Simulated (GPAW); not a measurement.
# TiGe2As4 monolayer in an electric field, part 2 of 2

Wanted: the out-of-plane polarisability of TiGe2As4 monolayer.

GPAW 26.7.0; GPAW, PAW setups; layer in a repeated cell with vacuum, relaxation of atoms and in-plane cell (the session's first sound run).

So far. Step 5 (In a field): The dipole is now -0.0848 e Å, against 0.0018 in the run without a field. Step 8 (Field on): The dipole is now 0.0848 e Å, against 0.0018 in the run without a field.

## Step 9: Field on

Level of this step: GPAW, PAW setups; slab in vacuum (GPAW).

run.py reads:

```python
import json
import numpy as np
from ase import Atoms
from gpaw import GPAW, PW
from gpaw.external import ConstantElectricField

slab = Atoms(
    ['As', 'Ge', 'As', 'Ti', 'As', 'Ge', 'As'],
    positions=[
        [0.00000, 0.00000, 8.00000],
        [0.00000, 2.18820, 9.15078],
        [0.00000, 2.18820, 11.61384],
        [0.00000, 0.00000, 13.05336],
        [0.00000, 2.18820, 14.49287],
        [0.00000, 2.18820, 16.95593],
        [-0.00000, -0.00000, 18.10671]],
    cell=[[3.79006, -0.0, 0.0], [-1.89503, 3.28228, 0.0], [0.0, 0.0, 26.1067]],
    pbc=[True, True, False])

slab.calc = GPAW(mode=PW(400), xc='PBE', kpts={'size': (9, 9, 1), 'gamma': True},
                 occupations={'name': 'fermi-dirac', 'width': 0.05}, nbands='200%',
                 convergence={'density': 1e-05}, maxiter=200,
                 poissonsolver={'dipolelayer': 'xy'},
                 external=ConstantElectricField(0.2, [0, 0, 1]),
                 symmetry={'tolerance': 1e-3}, txt='slab.txt')
result = {}
energy = slab.get_potential_energy()
fermi = slab.calc.get_fermi_level()
v = slab.calc.get_electrostatic_potential().mean((0, 1)) - fermi
n = slab.calc.get_pseudo_density().mean((0, 1))
L = slab.cell[2, 2]
z = np.arange(len(v)) * L / len(v)
low, high = slab.positions[:, 2].min(), slab.positions[:, 2].max()
below, above = np.interp([low - 5.8, high + 5.8], z, v)
slopes = [np.interp(x, z, np.gradient(v, z)) for x in (low - 5.8, high + 5.8)]
eps = np.array([[slab.calc.get_eigenvalues(k, s) for k in range(len(slab.calc.get_ibz_k_points()))]
                for s in range(slab.calc.get_number_of_spins())]) - fermi
top, bottom = eps[eps < 0].max(), eps[eps > 0].min()
dipole = slab.get_dipole_moment()[2]
print(f'energy {energy:.4f} eV, Fermi level {fermi:.4f} eV, dipole {dipole:.5f} e A')
print(f'potential 5.8 A off the faces, from the Fermi level: lower {below:.4f} eV, upper {above:.4f} eV')
print(f'slope of the potential there: lower {slopes[0]:.5f}, upper {slopes[1]:.5f} eV/A')
print(f'nearest levels on the mesh: {top:.4f} and {bottom:.4f} eV')
print('magnetic moment', round(slab.get_magnetic_moment(), 3))
result.update(energy=energy, fermi=fermi, dipole=dipole, below=below, above=above, slopes=slopes, edges=[top, bottom],
              z=z.tolist(), v=v.tolist(), n=n.tolist(), positions=slab.positions.tolist(),
              forces=slab.get_forces(apply_constraint=False).tolist(), moments=slab.get_magnetic_moments().tolist())
json.dump(result, open('result.json', 'w'))
```

Command:

```console
$ OMP_NUM_THREADS=1 OPENBLAS_NUM_THREADS=1 python run.py
```

Log:

```text
energy -35.5967 eV, Fermi level 0.0775 eV, dipole 0.16969 e A
potential 5.8 A off the faces, from the Fermi level: lower 6.3036 eV, upper 3.8340 eV
slope of the potential there: lower -0.00011, upper 0.00027 eV/A
nearest levels on the mesh: -0.1588 and 0.0088 eV
magnetic moment 0.0
```

Elapsed: 5.1 min, on 1 thread of Arm Neoverse V1, shared host; peak memory 0.47 GiB.

The dipole is now 0.170 e Å, against 0.0018 in the run without a field.

## Step 10: In a field

run.py, as its differences from that of step 9:

```diff
@@ -23,3 +23,3 @@
                  poissonsolver={'dipolelayer': 'xy'},
-                 external=ConstantElectricField(0.2, [0, 0, 1]),
+                 external=ConstantElectricField(0.3, [0, 0, 1]),
                  symmetry={'tolerance': 1e-3}, txt='slab.txt')
```

Log:

```text
energy -35.6179 eV, Fermi level 0.0754 eV, dipole 0.25453 e A
potential 5.8 A off the faces, from the Fermi level: lower 6.9255 eV, upper 3.2212 eV
slope of the potential there: lower -0.00007, upper 0.00031 eV/A
nearest levels on the mesh: -0.1586 and 0.0092 eV
magnetic moment 0.0
```

Run time: 5.6 min. Hardware: 1 thread; peak memory 0.47 GiB.

The electrostatic potential energy of an electron (without an applied field's), less the Fermi level, planar mean oscillates, so the rows of the table below give means over windows of 1.88 Å about each position, cut where the curve ends. Its maxima inside the range that stand out by 2 % of the span (Å: eV): 1.8: 6.93, 8.6: -7.24, 10.4: 3.31, 12.3: -4.28, 13.8: -4.71, 15.7: 1.78, 17.5: -9.85. Its minima: 8.0: -11.5, 9.1: -11.3, 11.6: -10.9, 13.1: -11.5, 14.5: -11.8, 17.0: -13.6, 18.1: -14.4.

Electrostatic potential energy of an electron (without an applied field's), less the Fermi level, planar mean against z; means over each step:

z (Å), electrostatic potential energy of an electron (without an applied field's), less the Fermi level, planar mean (eV) and a bar from the least value:
```
     0.94        6.7 ##############################
     2.82        6.9 ##############################
     4.70        6.9 ##############################
     6.58        4.9 ###########################
     8.46       -9.0 ###
    10.34       -0.1 ##################
    12.22       -8.1 #####
    14.10       -7.9 #####
    15.98       -2.4 ##############
    17.86      -10.8 
    19.74        2.2 ######################
    21.62        3.2 ########################
    23.50        3.2 ########################
    25.38        3.3 ########################
```

The dipole is now 0.255 e Å, against 0.0018 in the run without a field.

## Step 11: The series

The members are put on one axis.

This step: induced dipole against applied field (GPAW 26.7.0).

Table of dipole along the normal by field:

| field (V/Å) | dipole along the normal (e·Å) |
| --- | --- |
| -0.200 | -0.170 |
| -0.100 | -0.0848 |
| -0.050 | -0.0424 |
| 0.000 | 0.00177 |
| 0.050 | 0.0424 |
| 0.100 | 0.0848 |
| 0.200 | 0.170 |
| 0.300 | 0.255 |

## Step 12: A changed run

One more run, with changed settings.

This step: GPAW, PAW setups; slab in vacuum (GPAW 26.7.0).

run.py, as its differences from that of step 10:

```diff
@@ -4,3 +4,2 @@
 from gpaw import GPAW, PW
-from gpaw.external import ConstantElectricField
 
@@ -19,7 +18,6 @@
 
-slab.calc = GPAW(mode=PW(400), xc='PBE', kpts={'size': (9, 9, 1), 'gamma': True},
+slab.calc = GPAW(mode=PW(400), xc='PBE', kpts={'size': (1, 1, 1), 'gamma': True},
                  occupations={'name': 'fermi-dirac', 'width': 0.05}, nbands='200%',
-                 convergence={'density': 1e-05}, maxiter=200,
+                 convergence={'density': 1e-05}, maxiter=50,
                  poissonsolver={'dipolelayer': 'xy'},
-                 external=ConstantElectricField(0.3, [0, 0, 1]),
                  symmetry={'tolerance': 1e-3}, txt='slab.txt')
```

Log:

```text
energy -10.1930 eV, Fermi level 0.8101 eV, dipole 0.00177 e A
potential 5.8 A off the faces, from the Fermi level: lower 4.8385 eV, upper 4.8347 eV
slope of the potential there: lower -0.00023, upper 0.00023 eV/A
nearest levels on the mesh: -0.1747 and 0.1386 eV
magnetic moment 0.0
```

Elapsed: 11 s, on 1 thread; peak memory 0.19 GiB.

The run finished. A setting was moved off its sound value on purpose, so it serves as a test and not as the result.

The fault put into the input: one k-point (kpts = [1, 1]).

The two runs compared:

| quantity | this run | sound run | difference |
| --- | --- | --- | --- |
| upper work function (eV) | 4.8347 | 5.0635 | -0.229 |
| lower work function (eV) | 4.8385 | 5.0674 | -0.229 |

The two runs differ clearly in the upper work function: 4.83 eV against 5.06 eV.

## Step 13: Outcome

```
work function, both faces                      : 5.06 eV
dipole along the normal                        : 0.0018 e Å, near the numerical noise
induced dipole per field                       : 0.848 e Å per V/Å
out-of-plane polarisability per area, α/(ε0 A) : 12.3 Å
```

The field induces 0.848 e Å per V/Å, a polarisable thickness α/(ε0 A) of 12.3 Å beside 10.1 Å between the outermost nuclei. A perfect conductor would give the distance between its two image planes; a dielectric of thickness t gives t(1 - 1/ε). The induced dipole is linear in the field over this range. The small printed dipole stands for a step of -26 meV from the lower to the upper face, and the probes find -3.8 meV; values this small are near the numerical noise of both. The runs had no spin polarisation, so a magnetic state, which thin layers of d-metal atoms can have, wasn't tested. The layer's cell and atoms come from the relaxation; spin-orbit coupling and temperature are left out.

[Logs are printed without paths, hosts, clocks, repeated set-up lines and the standing remarks that a program may print on its own settings, such as how far it seeks lower states.]

[Hosts, paths, dates, database ids (printed as entryN), source tags and the programs' standing remarks are cut or masked in the printed files.]
